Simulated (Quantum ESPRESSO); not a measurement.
# AlN(11-20), stepped through the number of layers, part 11 of 15

Wanted: a table for AlN(11-20) against the number of layers, and what can be fitted to it.

Quantum ESPRESSO 7.5; plane-wave DFT, PBE, GBRV ultrasoft pseudopotentials.

So far. Step 13 (Relaxation with pw.x, 4 layers): The relaxation lowers the energy by 99 meV an atom. Step 17 (Relaxing the ions, 5 layers): The relaxation lowers the energy by 78 meV an atom.

## 21. Relaxation with pw.x, 6 layers

System of this step: AlN(11-20), 6 layers. The cell holds 24 atoms: 12 Al and 12 N. Cell: a = 5.424 Å, b = 5.023 Å, c = 23.839 Å, α = 90.0°, β = 90.0°, γ = 90.0°. It derives from AlN. Vacuum lies along c.

m3.relax.in reads:

```
&control
  prefix = 'm3.relax'
  outdir = './out'
  pseudo_dir = './pseudo'
  nstep = 90
  forc_conv_thr = 6e-05
  calculation = 'relax'
  etot_conv_thr = 1e-07
/
&system
  ibrav = 0
  nat = 24
  ntyp = 2
  ecutwfc = 40
  ecutrho = 200
  occupations = 'fixed'
/
&electrons
  conv_thr = 1e-10
  mixing_beta = 0.4
  electron_maxstep = 120
/
&ions
/
ATOMIC_SPECIES
  Al  26.9815  al_pbe_v1.uspp.F.UPF
  N   14.0070  n_pbe_v1.2.uspp.F.UPF
CELL_PARAMETERS angstrom
  5.42440360500000 0.00000000000000 0.00000000000000
  0.00000000000000 5.02318495200000 0.00000000000000
  0.00000000000000 0.00000000000000 23.83892592563099
ATOMIC_POSITIONS crystal
  Al  0.333333333300 0.000000000000 0.335781741868
  Al  0.666666666700 0.500000000000 0.335781741868
  N   0.333333333300 0.382000000000 0.335781741868
  N   0.666666666700 0.882000000000 0.335781741868
  Al  0.833333333300 0.000000000000 0.401469045121
  Al  0.166666666700 0.500000000000 0.401469045121
  N   0.833333333300 0.382000000000 0.401469045121
  N   0.166666666700 0.882000000000 0.401469045121
  Al  0.333333333300 0.000000000000 0.467156348374
  Al  0.666666666700 0.500000000000 0.467156348374
  N   0.333333333300 0.382000000000 0.467156348374
  N   0.666666666700 0.882000000000 0.467156348374
  Al  0.833333333300 0.000000000000 0.532843651626
  Al  0.166666666700 0.500000000000 0.532843651626
  N   0.833333333300 0.382000000000 0.532843651626
  N   0.166666666700 0.882000000000 0.532843651626
  Al  0.333333333300 0.000000000000 0.598530954879
  Al  0.666666666700 0.500000000000 0.598530954879
  N   0.333333333300 0.382000000000 0.598530954879
  N   0.666666666700 0.882000000000 0.598530954879
  Al  0.833333333300 0.000000000000 0.664218258132
  Al  0.166666666700 0.500000000000 0.664218258132
  N   0.833333333300 0.382000000000 0.664218258132
  N   0.166666666700 0.882000000000 0.664218258132
K_POINTS automatic
  4 4 1 0 0 0
```

Launch:

```
> OMP_NUM_THREADS=1 mpirun -n 4 pw.x -nk 1 -in m3.relax.in > m3.relax.out
```

Output:

```text
[banner, memory and clock lines left out]
Program PWSCF v.7.5 starts
[...]
Message from routine setup:
[...]
number of electrons       =        96.00
     number of Kohn-Sham states=           48
     kinetic-energy cutoff     =      40.0000  Ry
     charge density cutoff     =     200.0000  Ry
[...]
number of k points=     9
[...]
Dense  grid:   209515 G-vectors     FFT dimensions: (  48,  48, 216)
[...]
negative rho (up, down):  4.644E-04 0.000E+00
     Starting wfcs are   96 randomized atomic wfcs
[...]
negative rho (up, down):  4.987E-04 0.000E+00
[...]
estimated scf accuracy    <       8.88559721 Ry
[...]
negative rho (up, down):  7.528E-04 0.000E+00
[...]
estimated scf accuracy    <       0.36053387 Ry
[...]
negative rho (up, down):  9.564E-04 0.000E+00
[...]
estimated scf accuracy    <       0.13361856 Ry
[...]
negative rho (up, down):  1.083E-03 0.000E+00
[...]
estimated scf accuracy    <       0.06706502 Ry
[...]
negative rho (up, down):  1.222E-03 0.000E+00
[...]
estimated scf accuracy    <       0.02572515 Ry
[...]
negative rho (up, down):  1.237E-03 0.000E+00
[...]
estimated scf accuracy    <       0.01252430 Ry
[...]
negative rho (up, down):  1.240E-03 0.000E+00
[...]
estimated scf accuracy    <       0.00273739 Ry
[...]
negative rho (up, down):  1.256E-03 0.000E+00
[...]
estimated scf accuracy    <       0.00002058 Ry
[...]
negative rho (up, down):  1.269E-03 0.000E+00
[...]
estimated scf accuracy    <       0.00013042 Ry
[...]
negative rho (up, down):  1.276E-03 0.000E+00
[...]
estimated scf accuracy    <       0.00003198 Ry
[...]
negative rho (up, down):  1.280E-03 0.000E+00
[...]
estimated scf accuracy    <       0.00000029 Ry
[...]
negative rho (up, down):  1.281E-03 0.000E+00
[...]
estimated scf accuracy    <       0.00000090 Ry
[...]
negative rho (up, down):  1.283E-03 0.000E+00
[...]
estimated scf accuracy    <          7.6E-09 Ry
[...]
negative rho (up, down):  1.283E-03 0.000E+00
[...]
estimated scf accuracy    <       0.00000009 Ry
[...]
negative rho (up, down):  1.284E-03 0.000E+00
[...]
estimated scf accuracy    <          1.8E-09 Ry
[...]
negative rho (up, down):  1.284E-03 0.000E+00
[...]
estimated scf accuracy    <          6.4E-10 Ry
[...]
negative rho (up, down):  1.284E-03 0.000E+00
[...]
highest occupied level (ev):    -0.2250
!    total energy              =    -323.94356850 Ry
     estimated scf accuracy    <          1.5E-11 Ry
[...]
one-electron contribution =   -3311.99955984 Ry
     hartree contribution      =    1691.14478223 Ry
     xc contribution           =    -117.41654209 Ry
     ewald contribution        =    1414.32775119 Ry
     convergence has been achieved in  17 iterations
     negative rho (up, down):  1.284E-03 0.000E+00
[...]
Total force =     0.228835     Total SCF correction =     0.000008
[...]
negative rho (up, down):  1.466E-03 0.000E+00
[...]
negative rho (up, down):  1.376E-03 0.000E+00
[...]
estimated scf accuracy    <       0.00784740 Ry
[...]
negative rho (up, down):  1.347E-03 0.000E+00
[...]
estimated scf accuracy    <       0.00205736 Ry
[...]
negative rho (up, down):  1.314E-03 0.000E+00
[...]
estimated scf accuracy    <       0.00020471 Ry
[...]
negative rho (up, down):  1.302E-03 0.000E+00
[...]
estimated scf accuracy    <       0.00010966 Ry
[...]
negative rho (up, down):  1.293E-03 0.000E+00
[...]
estimated scf accuracy    <       0.00001592 Ry
[...]
negative rho (up, down):  1.292E-03 0.000E+00
[...]
estimated scf accuracy    <       0.00003415 Ry
[...]
negative rho (up, down):  1.292E-03 0.000E+00
[...]
estimated scf accuracy    <       0.00000018 Ry
[...]
negative rho (up, down):  1.292E-03 0.000E+00
[...]
estimated scf accuracy    <       0.00000006 Ry
[...]
negative rho (up, down):  1.292E-03 0.000E+00
[...]
estimated scf accuracy    <       0.00000003 Ry
[...]
negative rho (up, down):  1.293E-03 0.000E+00
[...]
estimated scf accuracy    <          8.3E-09 Ry
[...]
negative rho (up, down):  1.293E-03 0.000E+00
[...]
estimated scf accuracy    <          3.4E-10 Ry
[...]
negative rho (up, down):  1.293E-03 0.000E+00
[...]
estimated scf accuracy    <          2.4E-10 Ry
[...]
negative rho (up, down):  1.293E-03 0.000E+00
[...]
highest occupied level (ev):    -0.3222
!    total energy              =    -323.98964215 Ry
     estimated scf accuracy    <          6.2E-11 Ry
[...]
one-electron contribution =   -3311.89811730 Ry
     hartree contribution      =    1690.93973009 Ry
     xc contribution           =    -117.54771540 Ry
     ewald contribution        =    1414.51646046 Ry
     convergence has been achieved in  13 iterations
     negative rho (up, down):  1.293E-03 0.000E+00
[...]
Total force =     0.173785     Total SCF correction =     0.000010
[...]
negative rho (up, down):  1.620E-03 0.000E+00
[...]
negative rho (up, down):  1.412E-03 0.000E+00
[...]
estimated scf accuracy    <       0.00753461 Ry
[...]
negative rho (up, down):  1.349E-03 0.000E+00
[...]
estimated scf accuracy    <       0.00194229 Ry
[...]
negative rho (up, down):  1.304E-03 0.000E+00
[...]
estimated scf accuracy    <       0.00021080 Ry
[...]
negative rho (up, down):  1.289E-03 0.000E+00
[...]
estimated scf accuracy    <       0.00009391 Ry
[...]
negative rho (up, down):  1.282E-03 0.000E+00
[...]
estimated scf accuracy    <       0.00001221 Ry
[...]
negative rho (up, down):  1.281E-03 0.000E+00
[...]
estimated scf accuracy    <       0.00002316 Ry
[...]
negative rho (up, down):  1.281E-03 0.000E+00
[...]
estimated scf accuracy    <       0.00000069 Ry
[...]
negative rho (up, down):  1.281E-03 0.000E+00
[...]
estimated scf accuracy    <       0.00000007 Ry
[...]
negative rho (up, down):  1.281E-03 0.000E+00
[...]
estimated scf accuracy    <       0.00000002 Ry
[...]
negative rho (up, down):  1.281E-03 0.000E+00
[...]
estimated scf accuracy    <          2.0E-09 Ry
[...]
negative rho (up, down):  1.281E-03 0.000E+00
[...]
estimated scf accuracy    <          1.6E-09 Ry
[...]
negative rho (up, down):  1.282E-03 0.000E+00
[...]
estimated scf accuracy    <          3.5E-10 Ry
[...]
negative rho (up, down):  1.282E-03 0.000E+00
[...]
estimated scf accuracy    <          1.6E-10 Ry
[...]
!    total energy              =    -324.04891644 Ry
     estimated scf accuracy    <          5.1E-12 Ry
[...]
one-electron contribution =   -3317.23821748 Ry
     hartree contribution      =    1693.06840406 Ry
     xc contribution           =    -117.88983982 Ry
     ewald contribution        =    1418.01073680 Ry
     convergence has been achieved in  14 iterations
     negative rho (up, down):  1.334E-03 0.000E+00
[...]
Total force =     0.055164     Total SCF correction =     0.000003
[...]
negative rho (up, down):  1.495E-03 0.000E+00
[...]
negative rho (up, down):  1.423E-03 0.000E+00
[...]
estimated scf accuracy    <       0.00090106 Ry
[...]
negative rho (up, down):  1.401E-03 0.000E+00
[...]
estimated scf accuracy    <       0.00023569 Ry
[...]
negative rho (up, down):  1.380E-03 0.000E+00
[...]
estimated scf accuracy    <       0.00004280 Ry
[...]
negative rho (up, down):  1.373E-03 0.000E+00
[...]
estimated scf accuracy    <       0.00001590 Ry
[...]
negative rho (up, down):  1.371E-03 0.000E+00
[...]
estimated scf accuracy    <       0.00000103 Ry
[...]
negative rho (up, down):  1.370E-03 0.000E+00
[...]
estimated scf accuracy    <       0.00000154 Ry
[...]
negative rho (up, down):  1.370E-03 0.000E+00
[...]
estimated scf accuracy    <       0.00000079 Ry
[...]
negative rho (up, down):  1.370E-03 0.000E+00
[...]
estimated scf accuracy    <       0.00000006 Ry
[...]
negative rho (up, down):  1.370E-03 0.000E+00
[...]
estimated scf accuracy    <       0.00000014 Ry
[...]
negative rho (up, down):  1.370E-03 0.000E+00
[...]
estimated scf accuracy    <       0.00000002 Ry
[...]
negative rho (up, down):  1.370E-03 0.000E+00
[...]
estimated scf accuracy    <          1.8E-09 Ry
[...]
negative rho (up, down):  1.370E-03 0.000E+00
[...]
estimated scf accuracy    <          1.7E-10 Ry
[...]
negative rho (up, down):  1.370E-03 0.000E+00
[...]
highest occupied level (ev):    -0.7121
!    total energy              =    -324.05277340 Ry
     estimated scf accuracy    <          5.3E-12 Ry
[...]
one-electron contribution =   -3320.36596529 Ry
     hartree contribution      =    1694.42532598 Ry
     xc contribution           =    -117.94818321 Ry
     ewald contribution        =    1419.83604911 Ry
     convergence has been achieved in  13 iterations
     negative rho (up, down):  1.370E-03 0.000E+00
[...]
Total force =     0.041024     Total SCF correction =     0.000004
[...]
negative rho (up, down):  1.506E-03 0.000E+00
[...]
negative rho (up, down):  1.437E-03 0.000E+00
[...]
estimated scf accuracy    <       0.00072703 Ry
[...]
negative rho (up, down):  1.410E-03 0.000E+00
[...]
estimated scf accuracy    <       0.00012060 Ry
[...]
negative rho (up, down):  1.401E-03 0.000E+00
[...]
estimated scf accuracy    <       0.00001992 Ry
[...]
negative rho (up, down):  1.396E-03 0.000E+00
[...]
estimated scf accuracy    <       0.00000397 Ry
[...]
negative rho (up, down):  1.395E-03 0.000E+00
[...]
estimated scf accuracy    <       0.00000066 Ry
[...]
negative rho (up, down):  1.395E-03 0.000E+00
[...]
estimated scf accuracy    <       0.00000008 Ry
[...]
negative rho (up, down):  1.395E-03 0.000E+00
[...]
estimated scf accuracy    <       0.00000003 Ry
[...]
negative rho (up, down):  1.395E-03 0.000E+00
[...]
estimated scf accuracy    <          2.8E-09 Ry
[...]
negative rho (up, down):  1.395E-03 0.000E+00
[...]
estimated scf accuracy    <          1.8E-09 Ry
[...]
negative rho (up, down):  1.395E-03 0.000E+00
[...]
estimated scf accuracy    <          1.9E-10 Ry
[...]
negative rho (up, down):  1.395E-03 0.000E+00
[...]
highest occupied level (ev):    -0.7564
!    total energy              =    -324.05505054 Ry
     estimated scf accuracy    <          9.4E-12 Ry
[...]
one-electron contribution =   -3324.86418311 Ry
     hartree contribution      =    1696.50229307 Ry
     xc contribution           =    -117.97822673 Ry
     ewald contribution        =    1422.28506623 Ry
     convergence has been achieved in  11 iterations
     negative rho (up, down):  1.395E-03 0.000E+00
[...]
Total force =     0.028235     Total SCF correction =     0.000005
[...]
negative rho (up, down):  1.447E-03 0.000E+00
[...]
negative rho (up, down):  1.422E-03 0.000E+00
[...]
estimated scf accuracy    <       0.00057322 Ry
[...]
negative rho (up, down):  1.410E-03 0.000E+00
[...]
estimated scf accuracy    <       0.00008720 Ry
[...]
negative rho (up, down):  1.407E-03 0.000E+00
[...]
estimated scf accuracy    <       0.00000809 Ry
[...]
negative rho (up, down):  1.405E-03 0.000E+00
[...]
estimated scf accuracy    <       0.00000169 Ry
[...]
negative rho (up, down):  1.405E-03 0.000E+00
[...]
estimated scf accuracy    <       0.00000032 Ry
[...]
negative rho (up, down):  1.405E-03 0.000E+00
[...]
estimated scf accuracy    <       0.00000004 Ry
[...]
negative rho (up, down):  1.405E-03 0.000E+00
[...]
estimated scf accuracy    <       0.00000001 Ry
[...]
negative rho (up, down):  1.405E-03 0.000E+00
[...]
estimated scf accuracy    <          9.1E-10 Ry
[...]
negative rho (up, down):  1.405E-03 0.000E+00
[...]
estimated scf accuracy    <          1.4E-09 Ry
[...]
negative rho (up, down):  1.406E-03 0.000E+00
[...]
estimated scf accuracy    <          1.2E-09 Ry
[...]
negative rho (up, down):  1.406E-03 0.000E+00
[...]
estimated scf accuracy    <          1.9E-10 Ry
[...]
negative rho (up, down):  1.406E-03 0.000E+00
[...]
negative rho (up, down):  1.425E-03 0.000E+00
[...]
estimated scf accuracy    <       0.00000852 Ry
[...]
negative rho (up, down):  1.425E-03 0.000E+00
[...]
estimated scf accuracy    <       0.00000096 Ry
[...]
negative rho (up, down):  1.424E-03 0.000E+00
[...]
estimated scf accuracy    <       0.00000017 Ry
[...]
negative rho (up, down):  1.424E-03 0.000E+00
[...]
estimated scf accuracy    <       0.00000002 Ry
[...]
negative rho (up, down):  1.424E-03 0.000E+00
[...]
estimated scf accuracy    <          5.1E-09 Ry
[...]
negative rho (up, down):  1.424E-03 0.000E+00
[...]
estimated scf accuracy    <          3.3E-10 Ry
[...]
negative rho (up, down):  1.424E-03 0.000E+00
[...]
estimated scf accuracy    <          3.1E-11 Ry
[...]
negative rho (up, down):  1.424E-03 0.000E+00
[...]
highest occupied level (ev):    -0.7559
!    total energy              =    -324.05794849 Ry
     estimated scf accuracy    <          4.1E-12 Ry
[...]
one-electron contribution =   -3357.27314037 Ry
     hartree contribution      =    1712.60793198 Ry
     xc contribution           =    -118.05639855 Ry
     ewald contribution        =    1438.66365845 Ry
     convergence has been achieved in   8 iterations
     negative rho (up, down):  1.424E-03 0.000E+00
[...]
Total force =     0.001931     Total SCF correction =     0.000003
[...]
negative rho (up, down):  1.425E-03 0.000E+00
[...]
negative rho (up, down):  1.424E-03 0.000E+00
[...]
estimated scf accuracy    <       0.00000490 Ry
[...]
negative rho (up, down):  1.424E-03 0.000E+00
[...]
estimated scf accuracy    <       0.00000052 Ry
[...]
negative rho (up, down):  1.423E-03 0.000E+00
[...]
estimated scf accuracy    <       0.00000010 Ry
[...]
negative rho (up, down):  1.423E-03 0.000E+00
[...]
estimated scf accuracy    <       0.00000001 Ry
[...]
negative rho (up, down):  1.423E-03 0.000E+00
[...]
estimated scf accuracy    <          3.0E-09 Ry
[...]
negative rho (up, down):  1.423E-03 0.000E+00
[...]
estimated scf accuracy    <          2.9E-10 Ry
[...]
negative rho (up, down):  1.423E-03 0.000E+00
[...]
estimated scf accuracy    <          1.7E-11 Ry
[...]
negative rho (up, down):  1.423E-03 0.000E+00
[...]
```

It took 25 min on 4 MPI ranks of Arm Neoverse V1, shared host; peak memory 0.77 GiB.

Relaxation path (22 of 23):

```
step  energy less that of the first step (eV)  largest force (eV/Å)
   1                                   0.0000                2.4929
   2                                  -0.6269                1.9576
   3                                  -1.1005                1.3327
   4                                  -1.4333                0.5195
   5                                  -1.4858                0.3271
   6                                  -1.5168                0.2022
   7                                  -1.5327                0.1600
   8                                  -1.5414                0.1031
   9                                  -1.5467                0.0960
  10                                  -1.5508                0.0871
  11                                  -1.5537                0.0672
  13                                  -1.5556                0.0287
  14                                  -1.5559                0.0224
  15                                  -1.5561                0.0190
  16                                  -1.5562                0.0143
  17                                  -1.5563                0.0120
  18                                  -1.5563                0.0096
  19                                  -1.5564                0.0065
  20                                  -1.5564                0.0048
  21                                  -1.5564                0.0029
  22                                  -1.5564                0.0016
  23                                  -1.5564                0.0013
```

The atoms that moved most (Å):

```
atom      dx      dy      dz  length
 Al1   0.168   0.095   0.197   0.276
Al22  -0.168   0.095  -0.197   0.276
Al21   0.168   0.095  -0.197   0.276
 Al2  -0.168   0.095   0.197   0.276
 Al6  -0.012  -0.015  -0.052   0.055
 Al5   0.012  -0.015  -0.052   0.055
Al17   0.012  -0.015   0.052   0.055
Al18  -0.012  -0.015   0.052   0.055
```

The relaxation lowers the energy by 65 meV an atom.

Read from the output:

| Property | Result |
| --- | --- |
| free energy | -4409.0332 eV |
| valence top, on the run's zero | -0.7542 eV |

[end of part 11 of 15]

[Logs are printed without paths, hosts, clocks, repeated set-up lines and the standing remarks that a program may print on its own settings, such as how far it seeks lower states.]

[Hosts, paths, dates, database ids (printed as entryN), source tags and the programs' standing remarks are cut or masked in the printed files.]

[Maps of the electrostatic potential energy from Ansatz leave out the sawtooth potential of an applied field or a dipole correction, so their vacuum need not be flat; planar profiles and work functions include it.]
